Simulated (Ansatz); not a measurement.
## LuBH6 (built on the sites of a database entry of LaAlH6): the cell at rest

Aim: bring LuBH6 (built on the sites of a database entry of LaAlH6) to small forces and stress, as phonons need.

Program: Ansatz 0.2.0. Level of theory: DFT PBEsol, scalar-relativistic, plane waves, PAW. Results are calculated unless marked as measured.

The structure was built from a prototype and need not be the compound's stable phase.

## 1. The structure

Symmetry: R-3m, No. 166, trigonal system. Conventional cell: a = 5.869 Å, b = 5.869 Å, c = 5.667 Å, α = 90.00°, β = 90.00°, γ = 120.00°. Nearest to Lu lie 12 H at 2.20 Å and 2 B at 2.83 Å. Nearest to B lie 6 H at 1.55 Å and 2 Lu at 2.83 Å. Nearest to H lie 1 B at 1.55 Å and 5 H at 2.06 to 2.20 Å and 2 Lu at 2.20 Å. Farther neighbours are not listed.

## 2. A coarse first look

First a cheap look: the gap decides the mesh and the occupations, the pressure tells how far the cell has to move.

The input, input.yaml:

```yaml
crystal:
  lattice:
    - [2.93457, 1.69428, 1.88894]
    - [-2.93457, 1.69428, 1.88894]
    - [0.0, -3.38855, 1.88894]
  atoms:
    - { symbol: Lu, position: [0.5, 0.5, 0.5] }
    - { symbol: B, position: [0.0, 0.0, 0.0] }
    - { symbol: H, position: [0.93995012, 0.29182287, 0.29182287] }
    - { symbol: H, position: [0.29182287, 0.93995012, 0.29182287] }
    - { symbol: H, position: [0.29182287, 0.29182287, 0.93995012] }
    - { symbol: H, position: [0.06004988, 0.70817713, 0.70817713] }
    - { symbol: H, position: [0.70817713, 0.06004988, 0.70817713] }
    - { symbol: H, position: [0.70817713, 0.70817713, 0.06004988] }
kpoints:
  mp_grid: { grid: [6, 6, 6] }
hamiltonian:
  xc: pbesol
scf:
  occupations: { method: gaussian, width: 0.1 }
output:
  forces: true
  stress: true
  eigenvalues: true
```

Command:

```sh
ansatz run input.yaml --threads 8 --pin off --max-ram 14336MiB --backend cpu --events-out ev --progress --plain --runs-dir out
```

Numbers of over 12 decimals in the logs are rounded to 6 here.

Output:

```text
Engine: ansatz 0.2.0, aarch64-unknown-linux-gnu
Pseudopotentials: kind: paw
Pseudopotential: Lu, paw, valence charge 25, recommended cutoff 420 eV (normal), Lu.paw.azcp
Pseudopotential: B, paw, valence charge 3, recommended cutoff 420 eV (normal), B.paw.azcp
Pseudopotential: H, paw, valence charge 1, recommended cutoff 420 eV (normal), H.paw.azcp
Functional definition: PBEsol
  exchange = pbesol_x
[...]
k-point 0: bands = [... 13 lower, 5.2017, 5.2017, 5.2628, 5.2628, 8.2248, 11.9595, 11.9595, 12.8439, ... 3 higher]
  k-point 1: bands = [... 13 lower, 4.5335, 4.6000, 6.2514, 6.2601, 9.0392, 11.7723, 12.2865, 13.2475, ... 3 higher]
  k-point 2: bands = [... 13 lower, 4.0982, 4.1617, 7.3590, 7.5961, 10.3415, 11.2669, 12.4879, 12.8994, ... 3 higher]
  k-point 31: bands = [... 13 lower, 3.8934, 3.9302, 5.2289, 5.2289, 11.6870, 11.8746, 13.0720, 13.0720, ... 3 higher]
[key lines of the parts left out:]
SCF converged after 7 iterations
Free energy (F): -14858.009619 eV
Fermi energy:    8.781656 eV
P = ⅓ Tr σ = -12.7187 GPa (-127.187 kbar)
```

The job ended after 1.3 s (8 threads of Arm Neoverse V1, shared host; peak memory 0.39 GiB).

This step gave:

```yaml
pressure: -12.72 GPa
volume_per_atom: 7.044 Å³
gap_on_the_k_mesh: 0 eV
```

The coarse mesh shows no gap and a pressure of -12.7 GPa.

## 3. Coarse relaxation

The start is far from rest, so a relaxation with loose tolerances brings it close first.

input.yaml: that of step 2 with these lines changed.

```diff
@@ -24 +24,6 @@
   eigenvalues: true
+relax:
+  adjacent_minimum: "off"
+  f_tol: 0.05
+  max_steps: 80
+  cell: { stress_tol: 0.5 }
```

Output:

```text
[...]
Crystal: 8 atoms, lattice volume = 56.351 Å³
Basis set: ecut = 420 eV, 1129 PW (Γ), exchange–correlation on 54×54×54 points (8 copies of the dense FFT grid, shifted against one another)
Bands: 25, of which v1, the nominal top of the filled ones, is band 17 counted from 1 (16 counted from 0)
Symmetry: 12 space group operations
[...]
k-points: 32 of 216
[...]
- { symbol: B, position: [-6.008072588076209e-19, -4.53023894477903e-19, -7.828847755680133e-19] }
    - { symbol: H, position: [0.929158, 0.270530, 0.270530] }
    - { symbol: H, position: [0.270530, 0.929158, 0.270530] }
    - { symbol: H, position: [0.270530, 0.270530, 0.929158] }
    - { symbol: H, position: [0.070842, 0.729470, 0.729470] }
    - { symbol: H, position: [0.729470, 0.070842, 0.729470] }
    - { symbol: H, position: [0.729470, 0.729470, 0.070842] }
[key lines of the parts left out:]
SCF converged after 5 iterations
Free energy (F): -14858.745353 eV
Fermi energy:    10.158539 eV
P = ⅓ Tr σ = 0.0121 GPa (0.121 kbar)
```

Elapsed: 4.5 s, on 8 threads; peak memory 0.42 GiB.

Relaxation path:

| step | energy less that of the first step (eV) | largest force component (eV/Å) | pressure (GPa) | volume (Å³) |
| --- | --- | --- | --- | --- |
| 1 | 0.0000 | 0.8107 | -12.72 | 56.35 |
| 2 | -0.5770 | 0.4492 | -6.47 | 53.25 |
| 3 | -0.7172 | 0.2926 | 2.10 | 50.98 |
| 4 | -0.7407 | 0.0570 | -0.28 | 51.27 |
| 5 | -0.7423 | 0.0047 | 0.14 | 51.10 |
| 6* | -0.7357 | 0.0064 | 0.01 | 51.10 |

Relaxation steps marked * repeat the geometry before them on a plane-wave basis chosen anew for their cell, so energy and pressure can jump there.

The run keeps the 12 symmetry operations that it works with, so distortions that break them were not tested.

| conventional cell, symmetrised | before | after | change |
| --- | --- | --- | --- |
| a (Å) | 5.869 | 5.817 | -0.9 % |
| b (Å) | 5.869 | 5.817 | -0.9 % |
| c (Å) | 5.667 | 5.231 | -7.7 % |
| volume (Å³/atom) | 7.04 | 6.39 | -9.3 % |

The atoms that moved most (Å, as changes of fractional coordinates times the final cell):

| atom | dx | dy | dz | length |
| --- | --- | --- | --- | --- |
| H5 | 0.000 | -0.035 | -0.093 | 0.100 |
| H6 | -0.031 | -0.018 | 0.093 | 0.100 |
| H7 | 0.031 | -0.018 | 0.093 | 0.100 |
| H8 | 0.000 | 0.035 | 0.093 | 0.100 |
| H3 | 0.031 | 0.018 | -0.093 | 0.100 |
| H4 | -0.031 | 0.018 | -0.093 | 0.100 |

Numbers from this step:

```
pressure        : 0.01209 GPa
volume per atom : 6.387 Å³
```

In this step the volume went from 7.04 to 6.39 Å³/atom.

## 4. Bringing the structure to rest

Harmonic phonons are second derivatives at a point where the forces vanish, and they are wanted at zero stress, so atoms and cell are relaxed first.

The input, input.yaml:

```yaml
crystal:
  lattice:
    - [2.9084420782, 1.6791913553, 1.7437428461]
    - [-2.9084420782, 1.6791913553, 1.7437428461]
    - [0.0, -3.358378095, 1.7437472909]
  atoms:
    - { symbol: Lu, position: [0.5, 0.5, 0.5] }
    - { symbol: B, position: [0.0, 0.0, 0.0] }
    - { symbol: H, position: [0.929158316, 0.2705302424, 0.2705302424] }
    - { symbol: H, position: [0.2705302424, 0.929158316, 0.2705302424] }
    - { symbol: H, position: [0.2705302424, 0.2705302424, 0.929158316] }
    - { symbol: H, position: [0.070841684, 0.7294697576, 0.7294697576] }
    - { symbol: H, position: [0.7294697576, 0.070841684, 0.7294697576] }
    - { symbol: H, position: [0.7294697576, 0.7294697576, 0.070841684] }
kpoints:
  mp_grid: { grid: [9, 9, 9] }
hamiltonian:
  xc: pbesol
scf:
  occupations: { method: gaussian, width: 0.1 }
output:
  forces: true
  stress: true
  eigenvalues: true
relax:
  adjacent_minimum: "off"
  f_tol: 0.005
  max_steps: 80
  cell: { stress_tol: 0.05 }
```

Output:

```text
[...]
Crystal: 8 atoms, lattice volume = 51.097 Å³
Basis set: ecut = 420 eV, 983 PW (Γ), exchange–correlation on 54×54×54 points (8 copies of the dense FFT grid, shifted against one another)
Bands: 25, of which v1, the nominal top of the filled ones, is band 17 counted from 1 (16 counted from 0)
[... 1 set-up line as in the run before ...]
[...]
k-points: 85 of 729
[...]
SCF iter   1: F=—  HF=-14858.753965 eV  |F-HF|=—  |Δ(HF+E_count)|=         —  Δρ=6.87e-3  dr2=3.36e-2  ethr=1.77e-3  ⟨swp⟩=5.6  Hψ=11503  notcnv=0  defer=4
[...]
SCF iter   8: F=-14858.743363 eV  HF=-14858.743363 eV  |F-HF|=5.63e-9  |Δ(HF+E_count)|=   1.32e-8  Δρ=3.35e-6  dr2=6.18e-9  ethr=9.37e-11  ⟨swp⟩=5.9  Hψ=8844  notcnv=0
SCF 1 converged in 8 iterations: F = -14858.743363 eV  dr2 = 6.18e-9
[...]
relax step   1: F+E_penalty+E_count = -14858.74336348 eV  Δ(F+E_penalty+E_count) = +0.000e0 eV  max|allowed force component| = 7.387e-3 eV/Å  Δτ_max = 0.0000 Å  P = +0.029 GPa  Ω = 51.097 Å³  (8 SCF iters, dr2 threshold 1.00e-7 eV, accepted)
Crystal: 8 atoms, lattice volume = 51.164 Å³
[...]
SCF iter   6: F=-14858.743242 eV  HF=-14858.743242 eV  |F-HF|=1.69e-9  |Δ(HF+E_count)|=   2.11e-8  Δρ=2.96e-6  dr2=5.10e-9  ethr=6.18e-11  ⟨swp⟩=5.5  Hψ=11021  notcnv=0
SCF 2 converged in 6 iterations: F = -14858.743242 eV  dr2 = 5.10e-9
relax step   2: F+E_penalty+E_count = -14858.74324230 eV  Δ(F+E_penalty+E_count) = +1.212e-4 eV  max|allowed force component| = 7.012e-3 eV/Å  Δτ_max = 0.0021 Å  P = -0.054 GPa  Ω = 51.164 Å³  energy of the carried Pulay correction = -1.262e-4 eV  (6 SCF iters, dr2 threshold 2.10e-8 eV, accepted)
Crystal: 8 atoms, lattice volume = 51.127 Å³
[...]
SCF iter   5: F=-14858.743349 eV  HF=-14858.743349 eV  |F-HF|=8.02e-9  |Δ(HF+E_count)|=   1.99e-8  Δρ=3.77e-6  dr2=5.92e-9  ethr=6.12e-11  ⟨swp⟩=5.9  Hψ=12014  notcnv=0
SCF 3 converged in 5 iterations: F = -14858.743349 eV  dr2 = 5.92e-9
relax step   3: F+E_penalty+E_count = -14858.74334870 eV  Δ(F+E_penalty+E_count) = -1.064e-4 eV  max|allowed force component| = 3.002e-4 eV/Å  Δτ_max = 0.0011 Å  P = +0.000 GPa  Ω = 51.127 Å³  energy of the carried Pulay correction = -5.720e-5 eV  (5 SCF iters, dr2 threshold 2.08e-8 eV, accepted)
[...]
SCF iter   5: F=-14858.743405 eV  HF=-14858.743405 eV  |F-HF|=1.82e-11  |Δ(HF+E_count)|=  1.82e-11  Δρ=1.98e-7  dr2=6.31e-12  ethr=1.00e-12  ⟨swp⟩=7.8  Hψ=11406  notcnv=0
SCF 4 converged in 5 iterations: F = -14858.743405 eV  dr2 = 6.31e-12
relax step   4: F+E_penalty+E_count = -14858.74340472 eV  Δ(F+E_penalty+E_count) = -5.602e-5 eV  max|allowed force component| = 2.757e-4 eV/Å  Δτ_max = 0.0000 Å  P = +0.001 GPa  Ω = 51.127 Å³  stress off target by 8.65e-3 GPa  SCF on the basis re-selected at this cell (its energy is not comparable with the rows above)  (5 SCF iters)
basis re-selected at this cell: Δ(F+E_penalty+E_count) = -5.602e-5 eV, ΔP = +0.001 GPa vs the last step (what re-selecting the basis moved, of the pressure what is left beyond the Pulay correction that the steps carried, after the strain that the cell walked since its last selection, with what the two solves' SCF thresholds leave and, on support functions, any second-order correction that the steps lacked; it is no m [...]
SCF converged after 5 iterations
Free energy (F): -14858.743405 eV
[...]
Internal energy: -14858.742324 eV  (E = F + TS)
E sigma→0 (E₀):  -14858.742864 eV
Entropy (-TS):   -0.001081 eV (-0.135 meV/atom)
Fermi energy:    10.037941 eV
[...]
--- Forces (eV/Å), atoms counted from 1 ---
  atom   1  Lu     0.00000000     0.00000000    -0.00000000
  atom   2  B      0.00000000    -0.00000000     0.00000000
  atom   3  H      0.00023874     0.00013784    -0.00016506
  atom   4  H     -0.00023874     0.00013784    -0.00016506
  atom   5  H      0.00000000    -0.00027568    -0.00016506
  atom   6  H     -0.00023874    -0.00013784     0.00016506
  atom   7  H      0.00023874    -0.00013784     0.00016506
  atom   8  H     -0.00000000     0.00027568     0.00016506
  max |Σ_I F_I| component: 3.25e-19 eV/Å
--- Stress (GPa, compression-positive) ---
       -0.003127      -0.000000       0.000000
       -0.000000      -0.003127       0.000000
        0.000000       0.000000       0.008648
  P = ⅓ Tr σ = 0.0008 GPa (0.008 kbar)
--- Band table (eV; the first three rows and the last of 85) ---
  k-point 0: bands = [... 13 lower, 5.9236, 5.9236, 6.6749, 6.6749, 9.4783, 13.0226, 13.0226, 15.3112, ... 4 higher]
  k-point 1: bands = [... 13 lower, 5.6695, 5.7263, 7.1237, 7.2393, 9.8196, 12.9516, 13.2297, 15.5711, ... 4 higher]
  k-point 2: bands = [... 13 lower, 5.3874, 5.5106, 7.9799, 8.0339, 10.5806, 12.8230, 13.7849, 15.1274, ... 4 higher]
  k-point 84: bands = [... 13 lower, 5.2734, 5.3271, 6.6569, 6.6723, 13.6608, 14.1427, 14.2297, 14.8368, ... 4 higher]
--- Relaxed structure (3 steps of the walk, 3 accepted, 1 SCFs on fresh bases) ---
[...]
cell:  # Å, volume = 51.1273 Å³
    - [2.909850, 1.680004, 1.743094]
    - [-2.909850, 1.680004, 1.743094]
    - [0, -3.360004, 1.743098]
  atoms:
    - { symbol: Lu, position: [0.500000, 0.500000, 0.5] }
    - { symbol: B, position: [0, 0, 0] }
    - { symbol: H, position: [0.928921, 0.270369, 0.270369] }
    - { symbol: H, position: [0.270369, 0.928921, 0.270369] }
    - { symbol: H, position: [0.270369, 0.270369, 0.928921] }
    - { symbol: H, position: [0.071079, 0.729631, 0.729631] }
    - { symbol: H, position: [0.729631, 0.071079, 0.729631] }
    - { symbol: H, position: [0.729631, 0.729631, 0.071079] }
```

The job ended after 6.1 s (8 threads; peak memory 0.48 GiB; 38 s of CPU time).

Little changed from the start: no atom moved by 0.005 Å and no cell edge by 0.1 %.

Numbers from this step:

```yaml
pressure: 7.98e-4 GPa
volume_per_atom: 6.391 Å³
```

In this step the volume went from 6.39 to 6.39 Å³/atom.

## 5. Relaxing to small forces for the phonons

Phonons need a cell at rest on their own settings, so the relaxation is repeated with tight tolerances on forces and stress on the k mesh and occupations of the first response run.

The input, input.yaml:

```yaml
crystal:
  lattice:
    - [2.9098498394, 1.680004126, 1.7430937301]
    - [-2.9098498394, 1.680004126, 1.7430937301]
    - [0.0, -3.3600036381, 1.7430981771]
  atoms:
    - { symbol: Lu, position: [0.5, 0.5, 0.5] }
    - { symbol: B, position: [0.0, 0.0, 0.0] }
    - { symbol: H, position: [0.9289208106, 0.2703692978, 0.2703692978] }
    - { symbol: H, position: [0.2703692978, 0.9289208106, 0.2703692978] }
    - { symbol: H, position: [0.2703692978, 0.2703692978, 0.9289208106] }
    - { symbol: H, position: [0.0710791894, 0.7296307022, 0.7296307022] }
    - { symbol: H, position: [0.7296307022, 0.0710791894, 0.7296307022] }
    - { symbol: H, position: [0.7296307022, 0.7296307022, 0.0710791894] }
kpoints:
  mp_grid: { grid: [10, 10, 10] }
hamiltonian:
  xc: pbesol
scf:
  occupations: { method: methfessel_paxton, width: 0.15 }
output:
  forces: true
  stress: true
  eigenvalues: true
relax:
  adjacent_minimum: "off"
  f_tol: 0.001
  max_steps: 60
  cell: { stress_tol: 0.01 }
```

Output:

```text
[...]
Crystal: 8 atoms, lattice volume = 51.127 Å³
Basis set: ecut = 420 eV, 983 PW (Γ), exchange–correlation on 54×54×54 points (8 copies of the dense FFT grid, shifted against one another)
Bands: 25, of which v1, the nominal top of the filled ones, is band 17 counted from 1 (16 counted from 0)
[... 1 set-up line as in the run before ...]
[...]
k-points: 116 of 1000
[...]
- [0, -3.358664, 1.743817]
  atoms:
    - { symbol: Lu, position: [0.500000, 0.500000, 0.500000] }
    - { symbol: B, position: [0, 0, 0] }
    - { symbol: H, position: [0.928885, 0.270363, 0.270363] }
    - { symbol: H, position: [0.270363, 0.928885, 0.270363] }
    - { symbol: H, position: [0.270363, 0.270363, 0.928885] }
    - { symbol: H, position: [0.071115, 0.729637, 0.729637] }
    - { symbol: H, position: [0.729637, 0.071115, 0.729637] }
    - { symbol: H, position: [0.729637, 0.729637, 0.071115] }
[key lines of the parts left out:]
SCF converged after 5 iterations
Free energy (F): -14858.742776 eV
Fermi energy:    9.971526 eV
P = ⅓ Tr σ = -0.0006 GPa (-0.006 kbar)
```

It took 8.3 s on 8 threads; peak memory 0.51 GiB.

Little changed from the start: no atom moved by 0.005 Å and no cell edge by 0.1 %.

Numbers from this step:

| Item | Value |
| --- | --- |
| pressure | -5.78e-4 GPa |
| volume per atom | 6.388 Å³ |

The largest force component left is 0.19 meV/Å and the pressure is -0.001 GPa, within the tolerances set. The cell now holds 6.39 Å³/atom.

## 6. Results

| Property | Result |
| --- | --- |
| space group after relaxation (within 0.01 Å) | R-3m |
| lattice constant a | 5.817 Å |
| lattice constant b | 5.817 Å |
| lattice constant c | 5.231 Å |
| volume per atom | 6.39 Å³ |

What this shows: The largest force component left is 0.19 meV/Å and the pressure is -0.001 GPa, within the tolerances set. The cell now holds 6.39 Å³/atom. The relaxation keeps the symmetry of its start, so it says nothing on stability against lower symmetry. Spin-orbit coupling is left out, which can matter for the heavy elements here. The starting cell was built on a prototype and not taken from a measurement, so the phase need not exist.

[Logs are printed without paths, hosts, clocks, repeated set-up lines and the standing remarks that a program may print on its own settings, such as how far it seeks lower states.]

[Hosts, paths, dates, database ids (printed as entryN), source tags and the programs' standing remarks are cut or masked in the printed files.]
